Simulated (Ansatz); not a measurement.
**Work function of Re(0001): what the settings cost and change**

Aim: the numerical settings behind the work function of Re(0001), with the cost of each.

Main program and level: Ansatz 0.2.0; plane-wave DFT, PBE, Ansatz PAW.

**What experiment says.**

“Anisotropic work function of elemental crystals” (2019, arxiv:1902.07811) quotes from earlier work for Re (clean (0001) face, a compiled value): work function (clean (0001) face, a compiled value) 5.15 eV.

**1. Starting point**

The cell holds 7 atoms: 7 Re. Cell: a = 2.760 Å, b = 2.760 Å, c = 31.372 Å, α = 90.0°, β = 90.0°, γ = 60.0°. Vacuum lies along c.

**2. Slab, setting cutoff 200 eV**

A work function rests on the faint tail of the density, so the SCF threshold is tight. The cutoff is raised first; then mesh and smearing are varied at the default cutoff.

File input.yaml:

```yaml
crystal:
  lattice:
    - [2.76, 0.0, 0.0]
    - [1.38, 2.3902301144, 0.0]
    - [0.0, 0.0, 31.3722]
  atoms:
    - { symbol: Re, position: [0.0, 0.0, 0.2868781915] }
    - { symbol: Re, position: [0.6666666667, 0.6666666667, 0.3579187943] }
    - { symbol: Re, position: [0.0, 0.0, 0.4289593972] }
    - { symbol: Re, position: [0.6666666667, 0.6666666667, 0.5] }
    - { symbol: Re, position: [0.0, 0.0, 0.5710406028] }
    - { symbol: Re, position: [0.6666666667, 0.6666666667, 0.6420812057] }
    - { symbol: Re, position: [0.0, 0.0, 0.7131218085] }
kpoints:
  mp_grid: { grid: [17, 17, 1] }
hamiltonian:
  xc: pbe
scf:
  occupations: { method: fermi_dirac, width: 0.1 }
  convergence: { dr2_threshold: 1.0e-09 }
efield:
  axis: 3
  dipole_correction: true
  ramp_position: 0.97
  ramp_width: 0.06
basis:
  ecutwfc: "200 eV"
output:
  write_potential: true
  write_density: true
  volumetric_format: npy
  elf: true
```

Launch:

```console
$ ansatz run input.yaml --threads 2 --pin off --max-ram 3072MiB --backend cpu --events-out ev --progress --plain --runs-dir out
```

Output:

```text
Warning: basis.ecutwfc = 200 eV is below the records' recommended 420 eV, and the density's cutoff is lower with it unless basis.ecutrho_ratio is high enough to keep the records' density cutoff: compare with a run at a higher cutoff
Warning: basis.ecutrho_ratio 4 (ecutrho = 800 eV, dense FFT grid 15×15×150): the grid does not resolve the core-correction charge of Re (measure 0.13 e/Å^2.5); warned from 0.08. The energy and each atom's force then go with where the atoms sit on the grid: [figures from the program's tests cut] If this deck is also warned that a cutoff or its ratio is below what is recommended, mend that before anything below. First try basis.xc_grid, which is 1 on this run (the dense grid itself), where it is not refused (2, then 3). Above 1 the core-correction charge is laid on the exchange–correlation grid, and this warning is never given, whether or not the level is enough: [rest of the remark cut]
Engine: ansatz 0.2.0, aarch64-unknown-linux-gnu
Pseudopotentials: kind: paw
Pseudopotential: Re, paw, valence charge 15, recommended cutoff 420 eV (normal), Re.paw.azcp
Functional definition: PBE
  parameter kappa = 0.804
  parameter beta = 0.066725
  exchange = pbe_x(kappa = kappa, mu = beta*pi^2/3)
  correlation = pbe_c(beta = beta)
Crystal: 7 atoms, lattice volume = 206.964 Å³
Basis set: ecut = 200 eV, 1363 PW (Γ)
Bands: 63, of which v1, the nominal top of the filled ones, is band 53 counted from 1 (52 counted from 0)
Symmetry: 6 space group operations
k-points: 33 of 289 (time reversal used)
Non-local potential: Re, projectors of the file, l = 0: 3, l = 1: 2, l = 2: 2, l = 3: 1
PAW form: soft (Blöchl's): semilocal exchange-correlation on the pseudo side does not see the compensation charge
PAW one-centre angular grid: Re, 590 points (default); XC on 64 Gauss nodes
Initial density: superposition of atomic densities (neutral atoms: chi_scale 0, normalization atom), corrected by the library's trained network
Initial wavefunctions: pseudopotential atomic-orbital guess
Functional: x = pbe(κ = 0.804, μ = 0.219515), c = pbe(β = 0.066725)
SCF iter   1: F=—  HF=-76029.641139 eV  |F-HF|=—  |Δ(HF+E_count)|=         —  Δρ=8.07e-2  dr2=9.70e0  ethr=1.77e-3  p=0.000 e·Å  D=2.31e-13 V/Å  ΔV_dip=-0.00 eV  dr2_dipole=9.96e-8  V_vac-E_F(+/−)=4.31/4.31 eV  ⟨swp⟩=7.7  Hψ=9385  notcnv=0
efield: sawtooth ramp at fractional position 0.9700 (set: `efield.ramp_position`, or a place that a band, a saddle search or an elastic batch's reference lends), width 0.0600; the density the first Hamiltonian is built on has a dipole p = 0.000 e·Å; the dipole correction subtracts the counter field D = 2.31e-13 V/Å, which shifts the + side's vacuum level by -0.00 eV against the − side's; the planar-averaged density in the ramp window peaks in size at 1.1e-5 e/Å³
preconditioner: auto → LDOS  [metal: Δε(μ)=0.035 eV  Ē_g=5.317 eV  σ=0.100 eV  W_gap=0.09  n_scr=24 (ndim 8)  ℏωp=18.1 eV  f_vac=0.460  D(μ)=5.83/eV (n_scr^D=22)  β→1.0]
SCF iter   2: F=—  HF=-76027.406831 eV  |F-HF|=—  |Δ(HF+E_count)|=    2.23e0  Δρ=2.92e-2  dr2=1.87e0  ethr=1.77e-3  p=0.000 e·Å  D=4.22e-5 V/Å  ΔV_dip=-0.00 eV  dr2_dipole=4.43e-7  V_vac-E_F(+/−)=5.37/5.37 eV  ⟨swp⟩=2.8  Hψ=4675  notcnv=0  defer=24
SCF iter   3: F=—  HF=-76026.674049 eV  |F-HF|=—  |Δ(HF+E_count)|=   7.33e-1  Δρ=3.24e-3  dr2=4.41e-2  ethr=1.77e-3  p=0.000 e·Å  D=1.45e-5 V/Å  ΔV_dip=-0.00 eV  dr2_dipole=8.59e-8  V_vac-E_F(+/−)=5.27/5.28 eV  ⟨swp⟩=2.6  Hψ=4183  notcnv=0  defer=24
SCF iter   4: F=—  HF=-76026.663947 eV  |F-HF|=—  |Δ(HF+E_count)|=   1.01e-2  Δρ=1.73e-3  dr2=2.09e-2  ethr=4.20e-5  p=0.000 e·Å  D=1.88e-5 V/Å  ΔV_dip=-0.00 eV  dr2_dipole=8.49e-9  V_vac-E_F(+/−)=5.28/5.28 eV  ⟨swp⟩=3.2  Hψ=4677  notcnv=0  defer=23
SCF iter   5: F=—  HF=-76026.659927 eV  |F-HF|=—  |Δ(HF+E_count)|=   4.02e-3  Δρ=6.23e-4  dr2=1.95e-3  ethr=1.99e-5  p=0.000 e·Å  D=1.31e-5 V/Å  ΔV_dip=-0.00 eV  dr2_dipole=3.47e-8  V_vac-E_F(+/−)=5.29/5.30 eV  ⟨swp⟩=2.1  Hψ=2858  notcnv=0  defer=23
SCF iter   6: F=—  HF=-76026.659506 eV  |F-HF|=—  |Δ(HF+E_count)|=   4.21e-4  Δρ=1.84e-4  dr2=1.47e-4  ethr=1.86e-6  p=0.000 e·Å  D=7.08e-6 V/Å  ΔV_dip=-0.00 eV  dr2_dipole=1.51e-9  V_vac-E_F(+/−)=5.30/5.30 eV  ⟨swp⟩=2.2  Hψ=3412  notcnv=0  defer=23
SCF iter   7: F=—  HF=-76026.659482 eV  |F-HF|=—  |Δ(HF+E_count)|=   2.36e-5  Δρ=3.33e-5  dr2=1.99e-6  ethr=1.40e-7  p=0.000 e·Å  D=2.32e-6 V/Å  ΔV_dip=-0.00 eV  dr2_dipole=7.59e-10  V_vac-E_F(+/−)=5.29/5.30 eV  ⟨swp⟩=2.5  Hψ=4045  notcnv=0  defer=23
SCF iter   8: F=—  HF=-76026.659489 eV  |F-HF|=—  |Δ(HF+E_count)|=   6.91e-6  Δρ=7.68e-6  dr2=1.98e-7  ethr=1.89e-9  p=0.000 e·Å  D=9.26e-7 V/Å  ΔV_dip=-0.00 eV  dr2_dipole=3.57e-11  V_vac-E_F(+/−)=5.29/5.30 eV  ⟨swp⟩=3.2  Hψ=4527  notcnv=0  defer=23
SCF iter   9: F=—  HF=-76026.659489 eV  |F-HF|=—  |Δ(HF+E_count)|=   1.14e-8  Δρ=2.66e-6  dr2=1.95e-8  ethr=1.89e-10  p=0.000 e·Å  D=4.68e-7 V/Å  ΔV_dip=-0.00 eV  dr2_dipole=4.20e-12  V_vac-E_F(+/−)=5.29/5.30 eV  ⟨swp⟩=2.8  Hψ=4047  notcnv=0  defer=23
SCF iter  10: F=—  HF=-76026.659489 eV  |F-HF|=—  |Δ(HF+E_count)|=   1.11e-9  Δρ=7.29e-7  dr2=2.67e-9  ethr=1.86e-11  p=0.000 e·Å  D=1.18e-7 V/Å  ΔV_dip=-0.00 eV  dr2_dipole=1.05e-14  V_vac-E_F(+/−)=5.29/5.30 eV  ⟨swp⟩=3.5  Hψ=4648  notcnv=0  defer=23
SCF iter  11: F=-76026.659489 eV  HF=-76026.659489 eV  |F-HF|=7.28e-11  |Δ(HF+E_count)|=  2.91e-10  Δρ=1.03e-7  dr2=6.67e-11  ethr=1.00e-12  p=0.000 e·Å  D=4.79e-8 V/Å  ΔV_dip=-0.00 eV  dr2_dipole=5.07e-16  V_vac-E_F(+/−)=5.29/5.30 eV  ⟨swp⟩=6.8  Hψ=5346  notcnv=0
WARN: efield: at this solve's end the planar-averaged density reaches 6.36e-5 e/Å³ inside the ramp window [0.9381, 0.0619] (bound 1e-5 e/Å³), and 5.71e-5 e/Å³ on another of its planes; the window's nearer edge stands 7.06 Å from this solve's nearest atom along the axis. Its work functions, free energy, forces, stress, dipole, levels and responses can be off, and this figure does not tell by how much. A short vacuum, a low `basis.ecutwfc` or `basis.ecutrho_ratio` and negative occupations (`scf.occupations.method`) can put density there. See the manual's quickstart, § The vacuum guard
SCF 1 converged in 11 iterations: F = -76026.659489 eV  dr2 = 6.67e-11
  greatest PAW one-centre occupation: 1.045 electrons in one spin orbital (limit 2), on the Re atom at site 1 (counted from 0), in its partial waves of l = 1
WARN: The output density's exchange-correlation potential varies sharply where the density is thin. Do not read a vacuum level from v_tot or v_xc, or from such a field of the output density. On a cell that repeats whose density bears no net charge and no dipole along the vacuum's axis use v_es (v_loc + v_h of the components); under efield.dipole_correction with no amplitude use v_es + v_field, which holds any externa [...]
SCF converged after 11 iterations
Free energy (F): -76026.659489 eV
Harris-Foulkes:  -76026.659489 eV  (|F-HF|=7.28e-11)
Internal energy: -76026.443715 eV  (E = F + TS)
E sigma→0 (E₀):  -76026.551602 eV
Entropy (-TS):   -0.215774 eV (-30.825 meV/atom)
Fermi energy:    9.618124 eV
Dipole field:    D = 0.000000 V/Å  (p = 0.000000 e·Å, saw-weighted, corrected)
Work function:   Φ+ = 5.2941 eV (in doubt: plateau slope 2.2e-2 eV/Å)   Φ− = 5.2977 eV (in doubt: plateau slope 2.0e-2 eV/Å)
Levels:          The Fermi level and band energies are counted from a zero that moves with the ramp; work functions are not
Vacuum region:   at the solve's end the planar-averaged density reaches 6.36e-5 e/Å³ inside the ramp window [0.9381, 0.0619] (bound 1e-5 e/Å³), and 5.71e-5 e/Å³ on another of its planes
--- Per-component energies (eV) ---
  E_band       = -2093.109995
  E_kinetic    = 3754.909355
  E_local      = -207429.554188  (includes V_loc(G=0)·N_el)
  E_nonlocal   = 285.037284
  E_hartree    = 102174.068276
  E_xc         = -2801.385003
  E_vxc        = -2105.002181  (∫ρ·V_xc dr)
  E_paw        = -60568.699657  (= ΣΔE_a)
  E_vpaw       = -946.626412  (= ΣTr[D̂ρ^β])
  E_aug_tail   = -0.007181  (compensation charges beyond the density's cutoff)
  E_efield     = 0.000000  (sawtooth field / dipole correction)
  E_vefield    = 0.000000  (∫n·V_field dr)
  E_ewald      = 88559.187399
  E_smearing   = -0.215774  (= −TS)
  E_closure    = 0.000000  (closes the sum)
  Σ components = -76026.659489   (vs F -76026.659489, Δ=0.00e0)
--- Band table (eV; the first three rows and the last of 33) ---
  k-point 0: bands = [... 49 lower, 8.1646, 8.3708, 8.3708, 8.4588, 8.4588, 8.7781, 9.8554, 9.8817, ... 6 higher]
  k-point 1: bands = [... 49 lower, 8.2484, 8.3806, 8.4297, 8.6099, 8.6998, 8.8276, 9.6339, 9.7871, ... 6 higher]
  k-point 2: bands = [... 49 lower, 8.4372, 8.7024, 8.8417, 8.8774, 9.0532, 9.0634, 9.2620, 9.3251, ... 6 higher]
  k-point 32: bands = [... 49 lower, 8.2032, 9.4423, 9.4555, 9.7068, 10.3133, 11.2226, 11.4693, 11.5159, ... 6 higher]
```

The job ended after 13 s (2 threads of Arm Neoverse V2, shared host; peak memory 0.41 GiB).

Numbers from this step:

* energy at zero smearing: -76026.5516 eV
* work function, upper face: 5.294 eV

Running mean over 2.2287 Å of the planar mean; the ramp of the sawtooth is left out. Table of electron's electrostatic potential energy less the Fermi level by z:

| z (Å) | electron's electrostatic potential energy less the Fermi level (eV) |
| --- | --- |
| 4 | 5.22 |
| 5 | 5.15 |
| 6 | 4.97 |
| 7 | 3.48 |
| 8 | -6.41 |
| 9 | -13.5 |
| 10 | -13.8 |
| 11 | -13.9 |
| 12 | -13.9 |
| 13 | -13.9 |
| 14 | -13.8 |
| 15 | -13.8 |
| 16 | -13.8 |
| 17 | -13.8 |
| 18 | -13.8 |
| 19 | -13.9 |
| 20 | -13.9 |
| 21 | -13.9 |
| 22 | -13.7 |
| 23 | -10.7 |
| 24 | 1.13 |
| 25 | 4.75 |
| 26 | 5.11 |
| 27 | 5.20 |
| 28 | 5.24 |

Electrostatic potential energy in the ca plane at fractional y = 0.000, with atoms of Re within 0.2 Å of it. With pseudopotentials it is smooth inside the atoms' cores, unlike the true potential.

Ten even steps from '0' (-66 eV) to '9' (15 eV), each cell a mean:
```
99973001589999985100479999986200278999999999
88986324789888987423689888898522589999999999
67898777898767898767898767898877899999999999
57899889998656899988998655789988999999999999
57898888998656899888898756889888899999999999
78887546898878888645788877898645689999999999
89984102689889986201589988987311379999999999
99972000589999984000379999986100168999999999
```
Columns run along c (16.0 Å, from fractional 0.36 to 0.87 of the cell; values clipped at the 3rd and 97th percentile), rows up along a (2.8 Å). Atoms in or near the plane, at fractional coordinates: Re at (0.43, 0.00), Re at (0.57, 0.00), Re at (0.71, 0.00).

ELF in the ca plane at fractional y = 0.000, with atoms of Re within 0.2 Å of it. It is the smooth field of the valence electrons, not physical close to the nuclei.

Ten even steps from '0' (0.00) to '9' (0.71), each cell a mean:
```
46538989546545636989735544554988941100000000
34535897445333544798545333454698622100000000
43353443443443354344353344344344443100000000
63255555642564246555552465335545663210000000
53354444542454245444453355245444553100000000
33444675354333453576344333354466422100000000
35537999545434545999635433554899831100000000
56538869636656637968835655655977951100000000
```
Columns run along c (16.0 Å, from fractional 0.36 to 0.87 of the cell), rows up along a (2.8 Å). Atoms in or near the plane, at fractional coordinates: Re at (0.43, 0.00), Re at (0.57, 0.00), Re at (0.71, 0.00).

Valence density in the ca plane at fractional y = 0.000, with atoms of Re within 0.2 Å of it. It is the smooth field of the valence electrons, not physical close to the nuclei.

Ten even steps from '0' (0.0 e/Å³) to '9' (6.5 e/Å³), each cell a mean:
```
00014897200000003798410000001699510000000000
00002453100000001354100000001255200000000000
11000111000111000111000111000011000000000000
21000000000221000000000122100000000000000000
21000000000121000000000121000000000000000000
10001232000110001232100011000133100000000000
00003785100000002686300000001477400000000000
00015998200000003899410000002699610000000000
```
Columns run along c (16.0 Å, from fractional 0.36 to 0.87 of the cell), rows up along a (2.8 Å). Atoms in or near the plane, at fractional coordinates: Re at (0.43, 0.00), Re at (0.57, 0.00), Re at (0.71, 0.00).

The work function is 5.294 eV. The program marks this work function as in doubt.

**3. Slab**

input.yaml, as its differences from that of step 2:

```diff
@@ -26,3 +26,3 @@
 basis:
-  ecutwfc: "200 eV"
+  ecutwfc: "300 eV"
 output:
@@ -31,2 +31 @@
   volumetric_format: npy
-  elf: true
```

Output:

```text
[...]
Crystal: 7 atoms, lattice volume = 206.964 Å³
Basis set: ecut = 300 eV, 2393 PW (Γ)
Bands: 63, of which v1, the nominal top of the filled ones, is band 53 counted from 1 (52 counted from 0)
Symmetry: 6 space group operations
k-points: 33 of 289 (time reversal used)
[...]
k-point 0: bands = [... 49 lower, 8.2776, 8.4965, 8.4965, 8.6105, 8.6752, 8.6752, 9.5851, 9.9215, ... 6 higher]
  k-point 1: bands = [... 49 lower, 8.3061, 8.3871, 8.5402, 8.6062, 8.7846, 8.7948, 9.4200, 9.5712, ... 6 higher]
  k-point 2: bands = [... 49 lower, 8.4002, 8.4676, 8.6988, 8.7054, 8.8882, 8.8952, 9.0835, 9.1437, ... 6 higher]
  k-point 32: bands = [... 49 lower, 8.1173, 9.3269, 9.3730, 9.5242, 10.2169, 11.3111, 11.5839, 11.5856, ... 6 higher]
[key lines of the parts left out:]
SCF converged after 10 iterations
Free energy (F): -76073.499547 eV
Fermi energy:    9.514023 eV
Dipole field:    D = 0.000000 V/Å  (p = 0.000000 e·Å, saw-weighted, corrected)
Work function:   Φ+ = 5.0289 eV   Φ− = 5.0290 eV
```

Elapsed: 20 s, on 2 threads; peak memory 0.52 GiB.

The work function is 5.029 eV, -0.265 eV from the run “cutoff 200 eV”, at 1.5 times its CPU time.

**4. Slab**

input.yaml, as its differences from that of step 3:

```diff
@@ -26,3 +26,3 @@
 basis:
-  ecutwfc: "300 eV"
+  ecutwfc: "420 eV"
 output:
```

Output:

```text
[...]
Crystal: 7 atoms, lattice volume = 206.964 Å³
Basis set: ecut = 420 eV, 4047 PW (Γ)
Bands: 63, of which v1, the nominal top of the filled ones, is band 53 counted from 1 (52 counted from 0)
Symmetry: 6 space group operations
k-points: 33 of 289 (time reversal used)
[...]
k-point 0: bands = [... 49 lower, 8.2754, 8.4958, 8.4958, 8.6017, 8.6743, 8.6743, 9.5688, 9.9214, ... 6 higher]
  k-point 1: bands = [... 49 lower, 8.3040, 8.3852, 8.5386, 8.6044, 8.7786, 8.7940, 9.4051, 9.5549, ... 6 higher]
  k-point 2: bands = [... 49 lower, 8.3977, 8.4658, 8.6919, 8.7032, 8.8806, 8.8948, 9.0752, 9.1450, ... 6 higher]
  k-point 32: bands = [... 49 lower, 8.1116, 9.3225, 9.3695, 9.5221, 10.2152, 11.3080, 11.5802, 11.5844, ... 6 higher]
[key lines of the parts left out:]
SCF converged after 10 iterations
Free energy (F): -76074.291654 eV
Fermi energy:    9.507180 eV
Dipole field:    D = 0.000001 V/Å  (p = 0.000001 e·Å, saw-weighted, corrected)
Work function:   Φ+ = 5.0295 eV   Φ− = 5.0296 eV
```

Wall time 26 s (2 threads); peak memory 0.71 GiB.

The work function is 5.030 eV, -0.265 eV from the run “cutoff 200 eV”, at 2.0 times its CPU time.

**5. Slab**

input.yaml, as its differences from that of step 4:

```diff
@@ -26,3 +26,3 @@
 basis:
-  ecutwfc: "420 eV"
+  ecutwfc: "600 eV"
 output:
```

Output:

```text
[...]
Crystal: 7 atoms, lattice volume = 206.964 Å³
Basis set: ecut = 600 eV, 7049 PW (Γ)
Bands: 63, of which v1, the nominal top of the filled ones, is band 53 counted from 1 (52 counted from 0)
Symmetry: 6 space group operations
k-points: 33 of 289 (time reversal used)
[...]
k-point 0: bands = [... 49 lower, 8.2759, 8.4963, 8.4963, 8.6012, 8.6748, 8.6748, 9.5683, 9.9219, ... 6 higher]
  k-point 1: bands = [... 49 lower, 8.3043, 8.3857, 8.5390, 8.6049, 8.7785, 8.7945, 9.4048, 9.5547, ... 6 higher]
  k-point 2: bands = [... 49 lower, 8.3981, 8.4662, 8.6918, 8.7036, 8.8806, 8.8953, 9.0753, 9.1455, ... 6 higher]
  k-point 32: bands = [... 49 lower, 8.1116, 9.3227, 9.3697, 9.5224, 10.2156, 11.3085, 11.5805, 11.5847, ... 6 higher]
[key lines of the parts left out:]
SCF converged after 9 iterations
Free energy (F): -76074.313941 eV
Fermi energy:    9.507303 eV
Dipole field:    D = -0.000002 V/Å  (p = -0.000003 e·Å, saw-weighted, corrected)
Work function:   Φ+ = 5.0290 eV   Φ− = 5.0290 eV
```

Elapsed: 44 s, on 2 threads; peak memory 1 GiB.

The work function is 5.029 eV, -0.000 eV from the run “cutoff 420 eV”, at 1.7 times its CPU time.

**6. Slab**

input.yaml, as its differences from that of step 5:

```diff
@@ -14,3 +14,3 @@
 kpoints:
-  mp_grid: { grid: [17, 17, 1] }
+  mp_grid: { grid: [3, 3, 1] }
 hamiltonian:
@@ -25,4 +25,2 @@
   ramp_width: 0.06
-basis:
-  ecutwfc: "600 eV"
 output:
```

Output:

```text
[...]
Crystal: 7 atoms, lattice volume = 206.964 Å³
Basis set: ecut = 420 eV, 4047 PW (Γ)
Bands: 63, of which v1, the nominal top of the filled ones, is band 53 counted from 1 (52 counted from 0)
Symmetry: 6 space group operations
k-points: 3 of 9 (time reversal used)
[...]
Work function:   Φ+ = 5.0316 eV   Φ− = 5.0310 eV
[...]
--- Band table (eV) ---
  k-point 0: bands = [... 49 lower, 8.2768, 8.5038, 8.5038, 8.6160, 8.6160, 8.6326, 9.6273, 9.8398, ... 6 higher]
  k-point 1: bands = [... 49 lower, 8.9149, 9.0158, 9.0642, 9.8478, 10.6891, 10.8729, 10.8890, 11.3948, ... 6 higher]
  k-point 2: bands = [... 49 lower, 8.0056, 9.1890, 9.2898, 9.4035, 10.1267, 11.2192, 11.5042, 11.5222, ... 6 higher]
[key lines of the parts left out:]
SCF converged after 11 iterations
Free energy (F): -76072.729284 eV
Fermi energy:    9.502070 eV
Dipole field:    D = -0.000020 V/Å  (p = -0.000023 e·Å, saw-weighted, corrected)
```

It took 2.7 s on 2 threads; peak memory 0.41 GiB; 5.2 s of CPU time.

The work function is 5.032 eV, +0.002 eV from the run “cutoff 420 eV”, at 0.099 times its CPU time.

**7. Slab**

input.yaml, as its differences from that of step 6:

```diff
@@ -14,3 +14,3 @@
 kpoints:
-  mp_grid: { grid: [3, 3, 1] }
+  mp_grid: { grid: [6, 6, 1] }
 hamiltonian:
```

Output:

```text
[...]
Crystal: 7 atoms, lattice volume = 206.964 Å³
Basis set: ecut = 420 eV, 4047 PW (Γ)
Bands: 63, of which v1, the nominal top of the filled ones, is band 53 counted from 1 (52 counted from 0)
Symmetry: 6 space group operations
k-points: 7 of 36 (time reversal used)
[...]
k-point 0: bands = [... 49 lower, 8.3444, 8.5764, 8.5764, 8.6278, 8.7202, 8.7202, 9.6133, 9.9372, ... 6 higher]
  k-point 1: bands = [... 49 lower, 8.4953, 8.7234, 8.7486, 8.7553, 9.0911, 9.1559, 9.1613, 9.6354, ... 6 higher]
  k-point 2: bands = [... 49 lower, 8.9456, 9.0563, 9.1613, 9.9614, 10.8122, 10.9611, 10.9749, 11.5144, ... 6 higher]
  k-point 6: bands = [... 49 lower, 8.0101, 9.3497, 9.4128, 9.5345, 10.2340, 11.3278, 11.6060, 11.6222, ... 6 higher]
[key lines of the parts left out:]
SCF converged after 10 iterations
Free energy (F): -76074.263925 eV
Fermi energy:    9.485587 eV
Dipole field:    D = -0.000006 V/Å  (p = -0.000007 e·Å, saw-weighted, corrected)
Work function:   Φ+ = 5.0013 eV   Φ− = 5.0011 eV
```

It took 5.8 s on 2 threads; peak memory 0.46 GiB; 11 s of CPU time.

The work function is 5.001 eV, -0.028 eV from the run “cutoff 420 eV”, at 0.21 times its CPU time.

(Continued in part 2 of 2.)

[Long decimals in the printed logs are rounded to 6 places.]

[Logs are printed without paths, hosts, clocks, repeated set-up lines and the standing remarks that a program may print on its own settings, such as how far it seeks lower states.]

[Hosts, paths, dates, database ids (printed as entryN), source tags and the programs' standing remarks are cut or masked in the printed files.]

[Maps of the electrostatic potential energy from Ansatz leave out the sawtooth potential of an applied field or a dipole correction, so their vacuum need not be flat; planar profiles and work functions include it.]
